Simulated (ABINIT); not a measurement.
Planning a run of ABINIT 10.8.3 on InP (F-43m). The input:

```
acell 3*1.0 Angstrom
rprim 
  -0.000000000000 2.934350000000 2.934350000000
  2.934350000000 -0.000000000000 2.934350000000
  2.934350000000 2.934350000000 -0.000000000000
ntypat 2
znucl 49 15
natom 2
typat 1 2
xred 
  0.000000000000 0.000000000000 0.000000000000
  0.250000000000 0.250000000000 0.250000000000
pp_dirpath "pseudos"
pseudos "In.upf, P.upf"
ecut 33
nspinor 2
ngkpt 4 4 4
nshiftk 1
shiftk 0 0 0
kptopt 1
chksymbreak 0
iscf -2
irdden 1
istwfk *1
nband 242
nbdbuf 22
tolwfr 1e-09
nstep 60
prtvol 0
indata_prefix "in"
outdata_prefix "out"
tmpdata_prefix "tmp"
```

```sh
OMP_NUM_THREADS=1 mpirun -n 8 abinit run.abi > log
```

**Question.** Estimate wall time and host memory on 8 MPI ranks of AMD EPYC 9R45, shared host.

It took 62 s; on shared hardware allow 31 s to 2.1 min. Peak host memory was 0.95 GiB.

[Paths, hosts, dates, memory and timing lines, banners, echoed tables and standing remarks are left out of the program output.]

[Logs are printed without paths, hosts, clocks, repeated set-up lines and the standing remarks that a program may print on its own settings, such as how far it seeks lower states.]

[Runs of the session that timed out or met a known fault of the program may be left out.]

[Hosts, paths, dates, database ids (printed as entryN), source tags and the programs' standing remarks are cut or masked in the printed files.]

[G0W0 gaps are taken among the corrected bands and points alone; a level outside them can change the order at an edge.]

[Where Ansatz stands beside ABINIT at settings called matched, ABINIT's density can come from a denser mesh and the files from another edition; pairs whose starting gaps differed by over 0.03 eV were left out, so agreement reads better than it is.]
